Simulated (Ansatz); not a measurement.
# An extra electron or hole in aqueous N(CH3)4+ and triflate, 2.8 mol of salt per kg of water at 300 K (85 atoms), part 2 of 4

Aim: add and remove one electron in aqueous N(CH3)4+ and triflate, 2.8 mol of salt per kg of water at 300 K (85 atoms), with atoms held and relaxed, and read trapping energy and localisation.

Ansatz 0.2.0; Kohn-Sham DFT, PBE+D4, PAW (set soft_2), plane waves.

The cell: 5 C, 1 N, 52 H, 23 O, 1 S and 3 F. The network of contacts between molecules at the start is that of the classical potential that made the cell. The Brillouin zone is sampled at Γ only, in a cell whose shortest periodic width is 10 Å. The liquid is relaxed first.

So far. Step 2 (Single point at the start): The r.m.s. force at the start is 0.66 eV/Å. Step 3 (Relaxation): The relaxation converged after 24 steps, 4.93 eV below its start, with a largest force component of 0.052 eV/Å.

## Step 4: Single point at the relaxed geometry

One more single point at the end of the walk gives the fuller output and checks the residual forces.

input.yaml reads:

```yaml
crystal:
  lattice:
    - [9.54848, 0.0, 0.0]
    - [0.0, 9.54848, 0.0]
    - [0.0, 0.0, 9.54848]
  atoms:
    - { symbol: C, position: [0.49259, 0.66128, 0.38428] }
    - { symbol: "N", position: [0.54089, 0.6939, 0.52975] }
    - { symbol: C, position: [0.62755, 0.57428, 0.58319] }
    - { symbol: C, position: [0.41651, 0.71608, 0.62311] }
    - { symbol: C, position: [0.62851, 0.82422, 0.5266] }
    - { symbol: H, position: [0.42961, 0.56561, 0.38739] }
    [... 73 atom lines left out ...]
    - { symbol: O, position: [0.53925, 0.60584, 0.98551] }
    - { symbol: H, position: [0.48864, 0.68958, 0.01553] }
    - { symbol: H, position: [0.53519, 0.54168, 0.06596] }
    - { symbol: O, position: [0.94443, 0.73821, 0.66066] }
    - { symbol: H, position: [0.92395, 0.65894, 0.7242] }
    - { symbol: H, position: [0.006, 0.6973, 0.58961] }
kpoints:
  mp_grid: { grid: [1, 1, 1] }
hamiltonian:
  xc: pbe
  dispersion: d4
scf:
  occupations: { method: fixed }
output:
  forces: true
  stress: true
  populations: true
  dos:
    method: { smearing: { sigma: 0.1 } }
    de: 0.1
    projected: { site_lists: { C: [C], F: [F], H: [H], "N": ["N"], O: [O] } }
  eigenvalues: true
  write_density: true
  write_potential: true
  volumetric_format: npy
```

Started as:

```console
$ ansatz run input.yaml --threads 4 --pin off --max-ram 8192MiB --backend cpu --events-out ev --progress --plain --runs-dir out
```

Output:

```text
[...]
Crystal: 85 atoms, lattice volume = 870.568 Å³
Basis set: ecut = 420 eV, 17071 PW (Γ), exchange–correlation on 128×128×128 points (8 copies of the dense FFT grid, shifted against one another)
Bands: 206, of which v1, the nominal top of the filled ones, is band 121 counted from 1 (120 counted from 0)
Symmetry: 1 space group operations
[...]
k-points: 1
[...]
SCF iter   1: F=—  HF=-18855.430556 eV  |F-HF|=—  |Δ(HF+E_count)|=         —  Δρ=3.71e-3  dr2=1.31e-1  ethr=1.77e-3  ⟨swp⟩=4.0  Hψ=781  notcnv=0  defer=78
[...]
SCF iter   9: F=-18855.366957 eV  HF=-18855.366957 eV  |F-HF|=9.90e-10  |Δ(HF+E_count)|=   7.47e-8  Δρ=1.71e-6  dr2=2.95e-8  ethr=4.13e-11  ⟨swp⟩=21.0  Hψ=2097  notcnv=0
SCF 1 converged in 9 iterations: F = -18855.366957 eV  dr2 = 2.95e-8
[...]
WARN: The input density's exchange-correlation potential varies sharply where the density is thin. Do not read a vacuum level from v_tot or v_xc, or from such a field of the output density. On a cell that repeats whose density bears no net charge and no dipole along the vacuum's axis use v_es (v_loc + v_h of the components); [...]
SCF converged after 9 iterations
Free energy (F): -18855.366957 eV
[...]
Internal energy: -18855.366957 eV  (E = F + TS)
E sigma→0 (E₀):  -18855.366957 eV
Fermi energy:    -2.040584 eV
[...]
--- Forces (eV/Å), atoms counted from 1 ---
  atom   1  C      0.00612687    -0.00474165    -0.00303297
  atom   2  N     -0.00298968     0.00035288    -0.00215325
  atom   3  C     -0.00205113     0.00011792    -0.00066607
  atom   4  C      0.00277796     0.00145100     0.00193794
  atom   5  C      0.00134752     0.00080023    -0.00036737
  atom   6  H      0.00073202     0.00122817    -0.00059093
  atom   7  H     -0.00159020     0.00295623    -0.00017725
  atom   8  H     -0.00221535     0.00101657    -0.00029818
  atom   9  H      0.00120087     0.00065412     0.00027760
  atom  10  H      0.00081868    -0.00238388    -0.00369983
  atom  11  H      0.00060359     0.00017667     0.00446564
  atom  12  H     -0.00116753     0.00067252    -0.00085319
  atom  13  H     -0.00236250    -0.00322479    -0.00033102
  atom  14  H      0.00007082     0.00170833     0.00128039
[...]
atom  84  H      0.00853353     0.00571588    -0.00784030
  atom  85  H     -0.00574382     0.00523980     0.01256611
  max |Σ_I F_I| component: 5.32e-5 eV/Å
--- Stress (GPa, compression-positive) ---
       -0.128077       0.069617       0.119511
        0.069617      -0.781809       0.161024
        0.119512       0.161024      -0.255291
  P = ⅓ Tr σ = -0.3884 GPa (-3.884 kbar)
--- Band table (eV) ---
[...]
--- Löwdin populations: 85 sites ---
  site symbol       q [e]
     0      C      4.3479
     1      N      4.8426
     2      C      4.3494
[...]
84      H      0.6006
  spilling = 0.012476 (of n_electrons = 242.000000)
```

It took 9.2 s on 4 threads of Arm Neoverse V1, shared host; peak memory 0.91 GiB.

The program notes that the exchange-correlation potential is rough where the density is thin.

The run gave:

| Item | Value |
| --- | --- |
| free energy | -18855.3670 eV |
| free energy per atom | -221.8278 eV/atom |
| SCF cycles | 9 |
| pressure | -0.3884 GPa |
| r.m.s. force component | 0.00741 eV/Å |
| longest force | 0.0589 eV/Å |
| Fermi energy | -2.041 eV |
| gap (highest filled to lowest empty level) | 5.011 eV |
| spilling of the projection | 0.01248 |

Löwdin charges by element and coordination (they lack the spilled electrons, 0.036 e an atom on average):

| element | coordination | atoms | mean charge (e) | spread | least | most |
| --- | --- | --- | --- | --- | --- | --- |
| C | all | 5 | -0.144 | 0.410 | -0.355 | 0.675 |
| F | all | 3 | -0.205 | 0.0053 | -0.213 | -0.201 |
| H | all | 52 | 0.350 | 0.0735 | 0.205 | 0.409 |
| N | all | 1 | 0.157 | 0 | 0.157 | 0.157 |
| O | all | 23 | -0.706 | 0.0221 | -0.753 | -0.667 |
| O | 1 | 3 | -0.744 | 0.0119 | -0.753 | -0.728 |
| O | 2 | 20 | -0.701 | 0.017 | -0.746 | -0.667 |
| S | all | 1 | 2.26 | 0 | 2.26 | 2.26 |

States in the cell by windows of 1 eV, zero at the Fermi level; the larger projections on atomic orbitals stand beside the total:

| from (eV) | to (eV) | total | O p | H s | C p | F p | O s |
| --- | --- | --- | --- | --- | --- | --- | --- |
| -18 | -17 | 6.3 | 0.2 | 1.3 | 0.0 | 0.0 | 4.7 |
| -17 | -13 | 0.0 | 0.0 | 0.0 | 0.0 | 0.0 | 0.0 |
| -13 | -12 | 3.9 | 0.0 | 0.8 | 0.2 | 0.3 | 0.1 |
| -12 | -11 | 4.1 | 0.0 | 0.8 | 0.2 | 0.3 | 0.1 |
| -11 | -10 | 0.0 | 0.0 | 0.0 | 0.0 | 0.0 | 0.0 |
| -10 | -9 | 2.3 | 0.2 | 0.1 | 0.4 | 0.7 | 0.3 |
| -9 | -8 | 5.7 | 0.0 | 0.7 | 1.0 | 2.8 | 0.0 |
| -8 | -7 | 2.1 | 0.8 | 0.2 | 0.2 | 0.3 | 0.3 |
| -7 | -6 | 37.6 | 21.8 | 10.2 | 2.8 | 0.1 | 0.3 |
| -6 | -5 | 13.7 | 8.2 | 2.5 | 0.1 | 1.7 | 0.6 |
| -5 | -4 | 16.0 | 3.9 | 1.8 | 2.5 | 6.7 | 0.5 |
| -4 | -3 | 28.1 | 12.4 | 5.0 | 5.6 | 2.3 | 1.6 |
| -3 | -2 | 23.5 | 18.7 | 1.4 | 1.0 | 0.1 | 1.7 |
| -2 | -1 | 16.9 | 15.2 | 0.1 | 0.3 | 0.5 | 0.2 |
| -1 | 0 | 33.4 | 32.7 | 0.1 | 0.2 | 0.0 | 0.0 |
| 0 | 1 | 0.6 | 0.6 | 0.0 | 0.0 | 0.0 | 0.0 |
| 1 | 4 | 0.0 | 0.0 | 0.0 | 0.0 | 0.0 | 0.0 |
| 4 | 5 | 1.3 | 0.0 | 0.8 | 0.0 | 0.0 | 0.3 |

With fixed occupations the program's Fermi level is the highest filled level; weight inside the gap is the broadening of levels at its edges.

Between -26 and -18 eV lie 46 more states.

Not all projections were asked for or kept, so they needn't add up to the total.

The levels nearest the highest filled one (over half full), pooled over k-points and spins:

| level less the highest filled one (eV) | occupation |
| --- | --- |
| -0.463 | 2 |
| -0.415 | 2 |
| -0.355 | 2 |
| -0.344 | 2 |
| -0.285 | 2 |
| 0 | 2 |
| 5.01 | 0 |
| 6.52 | 0 |
| 6.67 | 0 |
| 6.77 | 0 |
| 6.90 | 0 |
| 6.97 | 0 |

Valence density in the ac plane at fractional y = 0.678, with atoms of C and N and O and H within 0.2 Å of it. It is the smooth field of the valence electrons, not physical close to the nuclei.

Values in e/Å³, 13 rows by 16 columns, each cell a mean:
```
1.1 0.6 0.8 0.8 0.2 0.0 0.0 0.3 0.9 0.5 0.1 0.0 0.0 0.0 0.0 0.3
0.1 0.1 1.0 2.7 0.6 0.0 0.0 0.0 0.1 0.1 0.0 0.0 0.0 0.0 0.0 0.0
0.0 0.0 0.3 0.8 0.2 0.0 0.0 0.1 0.0 0.0 0.0 0.0 0.0 0.0 0.1 0.1
0.2 0.0 0.0 0.0 0.0 0.1 0.4 0.4 0.1 0.1 0.1 0.1 0.0 0.1 1.0 1.3
0.7 0.1 0.0 0.0 0.1 0.6 1.6 1.0 0.4 0.3 0.2 0.1 0.0 0.1 1.0 1.7
0.5 0.1 0.0 0.0 0.1 0.4 0.9 1.2 2.4 1.8 0.4 0.1 0.0 0.0 0.2 0.5
0.2 0.4 0.2 0.0 0.0 0.0 0.2 0.7 2.5 1.6 0.3 0.1 0.0 0.0 0.0 0.1
0.5 1.8 1.2 0.2 0.0 0.0 0.4 1.3 1.5 0.6 0.1 0.0 0.1 0.1 0.1 0.1
0.2 0.8 1.1 0.2 0.0 0.0 0.4 1.1 1.3 1.0 0.2 0.1 0.7 2.3 1.5 0.5
0.0 0.1 0.1 0.0 0.0 0.0 0.1 0.1 0.2 0.2 0.1 0.1 1.5 5.7 2.4 0.3
0.0 0.0 0.0 0.1 0.0 0.0 0.0 0.0 0.0 0.0 0.0 0.0 0.2 0.7 0.3 0.1
0.2 0.1 0.4 0.6 0.2 0.0 0.0 0.1 0.1 0.1 0.0 0.0 0.0 0.0 0.0 0.1
1.9 0.8 1.3 1.5 0.3 0.0 0.1 0.7 1.3 0.5 0.1 0.0 0.0 0.0 0.0 0.5
```
Columns run along a (9.5 Å), rows up along c (9.5 Å). Atoms in or near the plane, at fractional coordinates: C at (0.49, 0.38), N at (0.54, 0.53), O at (0.84, 0.27), H at (0.93, 0.33), H at (0.15, 0.35), H at (0.49, 0.02), H at (0.92, 0.72), H at (0.01, 0.59).

Electrostatic potential energy in the ac plane at fractional y = 0.678, with atoms of C and N and O and H within 0.2 Å of it. With pseudopotentials it is smooth inside the atoms' cores, unlike the true potential.

Values in eV, 13 rows by 16 columns, each cell a mean:
```
 -7  -5 -21 -14   0   4   3  -1  -6   1   5   5   5   5   5   2
  4   3  -7 -25  -1   4   4   4   4   5   5   5   5   5   5   5
  5   5   2  -4   3   4   4   3   4   4   4   4   5   4   1   2
  3   5   5   5   4   3  -1  -1   2   3   2   3   4   3 -17 -18
 -7   3   5   5   3  -4 -31 -22  -2  -1   1   3   4   5  -6 -20
-18   2   5   5   4   0 -16 -17 -32 -25  -3   2   4   5   4  -5
  3   2   4   5   4   3   1  -8 -32 -23  -1   3   4   5   5   4
  1 -20 -11   2   4   3  -1 -30 -33  -5   2   4   5   4   3   3
  2  -6 -28  -2   3   3  -1 -21 -24 -15   0   5   0 -18 -21 -13
  4   3   2   3   4   4   3   2   1  -1   3   4 -12 -39 -22   0
  5   4   4   4   4   4   4   4   4   4   4   5   3  -3   3   5
  3   2  -2  -4   2   4   4   2   2   4   5   5   5   5   5   5
-17  -9 -28 -22  -1   3   2 -16 -19   1   5   5   5   5   5   0
```
Columns run along a (9.5 Å; values clipped at the 3rd and 97th percentile), rows up along c (9.5 Å). Atoms in or near the plane, at fractional coordinates: C at (0.49, 0.38), N at (0.54, 0.53), O at (0.84, 0.27), H at (0.93, 0.33), H at (0.15, 0.35), H at (0.49, 0.02), H at (0.92, 0.72), H at (0.01, 0.59).

The highest filled and lowest empty levels differ by 5.01 eV (at Γ alone); a semilocal functional tends to put such gaps too low. In a disordered cell it changes from sample to sample and from frame to frame. Mean Löwdin charges: C -0.14, F -0.21, H +0.35, N +0.16, O -0.71, S +2.26 e (they miss 1.2 % of the electrons, so they add up to more than the cell's charge). The largest share in the top eV of filled states is O p (99 % of the projected weight), and in the lowest eV of empty states H s (68 % of the projected weight).

## Step 5: An extra electron, atoms held

The electron count changes by one with the atoms held: a vertical process, on a uniform background, with spin and a narrow Fermi–Dirac smearing. Its energy against the neutral cell hangs on the program's zero of potential.

input.yaml reads:

```yaml
crystal:
  lattice:
    - [9.54848, 0.0, 0.0]
    - [0.0, 9.54848, 0.0]
    - [0.0, 0.0, 9.54848]
  atoms:
    [... the 85 atom lines of step 4 ...]
total_charge: -1
kpoints:
  mp_grid: { grid: [1, 1, 1] }
hamiltonian:
  xc: pbe
  dispersion: d4
scf:
  occupations: { method: fermi_dirac, width: 0.01 }
  lower_state_search: "off"
output:
  forces: true
  stress: true
  populations: true
  dos:
    method: { smearing: { sigma: 0.15 } }
    de: 0.1
    projected: { site_lists: { C: [C], F: [F], H: [H], "N": ["N"], O: [O] } }
  eigenvalues: true
  write_density: true
  write_potential: true
  volumetric_format: npy
magnetization:
  spin_polarized: true
  initial_magnetization: 1
```

Output:

```text
[...]
Crystal: 85 atoms, lattice volume = 870.568 Å³
Basis set: ecut = 420 eV, 17071 PW (Γ), exchange–correlation on 128×128×128 points (8 copies of the dense FFT grid, shifted against one another)
Bands: 207, of which v1, the nominal top of the filled ones, is band 122 counted from 1 (121 counted from 0)
Symmetry: 1 space group operations
[...]
k-points: 1
[... 13 lines on functional and potentials left out ...]
Starting moments: Σ|m| = 1 μB on 85 of 85 sites
[...]
SCF iter   1: F=—  HF=-18881.993220 eV  |F-HF|=—  |Δ(HF+E_count)|=         —  Δρ=5.68e-2 (↑5.59e-2 ↓5.68e-2)  dr2=9.88e1  dr2_m=6.84e-3  M=0.549 μB ∫|m|=0.559 μB  β_m=0.30  ethr=3.10e-3  ⟨swp⟩=6.0  Hψ=1952  notcnv=0  defer=28
[...]
spin=Collinear: Resta preconditioning applied to the charge; magnetization (m = ρ↑ − ρ↓) channel mixes plain (no charge-response kernel on spin).
SCF iter   2: F=—  HF=-18859.111089 eV  |F-HF|=—  |Δ(HF+E_count)|=    2.29e1  Δρ=2.97e-2 (↑2.89e-2 ↓2.97e-2)  dr2=2.40e1  dr2_m=3.28e-3  M=0.572 μB ∫|m|=0.581 μB  β_m=0.30  ethr=3.10e-3  ⟨swp⟩=3.0  Hψ=749  notcnv=0  defer=152
SCF iter   3: F=—  HF=-18853.347185 eV  |F-HF|=—  |Δ(HF+E_count)|=    5.76e0  Δρ=1.58e-2 (↑1.55e-2 ↓1.58e-2)  dr2=3.97e0  dr2_m=1.82e-3  M=0.561 μB ∫|m|=0.570 μB  β_m=0.30  ethr=3.10e-3  ⟨swp⟩=3.0  Hψ=685  notcnv=0  defer=156
[...]
SCF iter   9: F=—  HF=-18852.503115 eV  |F-HF|=—  |Δ(HF+E_count)|=   3.39e-4  Δρ=1.85e-4 (↑1.61e-4 ↓1.85e-4)  dr2=5.99e-5  dr2_m=2.22e-4  M=0.007 μB ∫|m|=0.024 μB  β_m=0.30  ethr=8.55e-8  ⟨swp⟩=2.5  Hψ=462  notcnv=0  defer=154
[...]
spin-set hold released at iteration 9 (site moments contracting): the magnetisation degrees of freedom join the quasi-Newton model from the next iteration; the mixer history was flushed
SCF iter  10: F=—  HF=-18852.504426 eV  |F-HF|=—  |Δ(HF+E_count)|=   1.31e-3  Δρ=1.23e-4 (↑1.09e-4 ↓1.23e-4)  dr2=3.37e-5  dr2_m=1.00e-4  M=0.013 μB ∫|m|=0.024 μB  β_m=0.62  ethr=2.46e-8  ⟨swp⟩=2.0  Hψ=542  notcnv=0  defer=154
SCF iter  11: F=—  HF=-18852.504620 eV  |F-HF|=—  |Δ(HF+E_count)|=   1.93e-4  Δρ=2.08e-5 (↑2.08e-5 ↓1.93e-5)  dr2=3.72e-6  dr2_m=2.66e-6  M=0.006 μB ∫|m|=0.009 μB  β_m=0.71  ethr=1.39e-8  ⟨swp⟩=3.0  Hψ=626  notcnv=0  defer=154
[...]
SCF iter  16: F=-18852.504778 eV  HF=-18852.504778 eV  |F-HF|=1.01e-9  |Δ(HF+E_count)|=   9.57e-9  Δρ=2.84e-7 (↑2.49e-7 ↓2.84e-7)  dr2=1.46e-9  dr2_m=3.10e-10  M=0.000 μB ∫|m|=0.000 μB  β_m=0.74  ethr=3.19e-12  ⟨swp⟩=6.5  Hψ=2098  notcnv=0
SCF iter  17: F=-18852.504778 eV  HF=-18852.504778 eV  |F-HF|=4.00e-11  |Δ(HF+E_count)|=   2.07e-9  Δρ=1.23e-7 (↑1.23e-7 ↓1.16e-7)  dr2=3.56e-10  dr2_m=3.68e-11  M=0.000 μB ∫|m|=0.000 μB  ethr=1.00e-12  ⟨swp⟩=7.0  Hψ=2212  notcnv=0
WARN: the starting moments were not kept: the SCF closed with an absolute magnetisation of 3.4e-5 μB, where they sum to 1 μB in size (85 sites). That is at most 0.1 of that sum. Measured as dr2_m measures the in/out step, that magnetisation stands 1.2e-11 eV from none, [...]
SCF 1 converged in 17 iterations: F = -18852.504778 eV  dr2 = 3.56e-10
[...]
SCF converged after 17 iterations
Magnetization: 0.0000 μB (121.5000 up, 121.5000 down)
Absolute magnetization: 0.0000 μB (∫|ρ↑−ρ↓|, with the PAW one-centre terms)
[...]
Per-site moments (μB) at R_I (Å): [(1.165329e-7, 0.450815), (5.836096e-8, 0.617247), (1.189124e-7, 0.450785), (1.076788e-7, 0.450459), (1.064343e-7, 0.449964), [...]
Free energy (F): -18852.504778 eV
[...]
Internal energy: -18852.490915 eV  (E = F + TS)
E sigma→0 (E₀):  -18852.497847 eV
Entropy (-TS):   -0.013863 eV (-0.163 meV/atom)
Fermi energy:    2.901161 eV
[...]
Σ components = -18852.504778   (vs F -18852.504778, Δ=0.00e0)
--- Forces (eV/Å), atoms counted from 1 ---
  atom   1  C      0.02357875     0.01864609     0.03213424
  atom   2  N     -0.01194898     0.00205577     0.00603838
  atom   3  C     -0.02464681     0.03026224    -0.00534496
  atom   4  C      0.02575356    -0.00605192    -0.01552144
[...]
atom  85  H      0.04911674    -0.03991483    -0.07153749
  max |Σ_I F_I| component: 2.00e-5 eV/Å
--- Stress (GPa, compression-positive) ---
        0.174375       0.048542       0.069206
        0.048542      -0.394758       0.112124
        0.069206       0.112124       0.105455
  P = ⅓ Tr σ = -0.0383 GPa (-0.383 kbar)
--- Band table (eV) ---
[...]
--- Löwdin populations: 85 sites ---
  site symbol       q [e]    m [muB]
     0      C      4.3588     0.0000
     1      N      4.8462     0.0000
     2      C      4.3599     0.0000
[...]
84      H      0.6165     0.0000
  spilling = 0.012943 (of n_electrons = 243.000000)
```

Run time: 25 s. Hardware: 4 threads; peak memory 1.3 GiB.

The program notes that starting moments were not kept.

An extra electron, atoms held: the energy stands 2.86 eV above that of the reference. An odd electron should give 1 μB; this run ended with the carrier shared between both spins.

The levels nearest the highest filled one (over half full), pooled over k-points and spins:

| level less the highest filled one (eV) | occupation |
| --- | --- |
| -5.01 | 1 |
| -5.01 | 1 |
| 0 | 0.5 |
| 0 | 0.5 |
| 1.49 | 0 |
| 1.49 | 0 |
| 1.64 | 0 |
| 1.64 | 0 |

[end of part 2 of 4]

[Long decimals in the printed logs are rounded to 6 places.]

[Logs are printed without paths, hosts, clocks, repeated set-up lines and the standing remarks that a program may print on its own settings, such as how far it seeks lower states.]

[Hosts, paths, dates, database ids (printed as entryN), source tags and the programs' standing remarks are cut or masked in the printed files.]
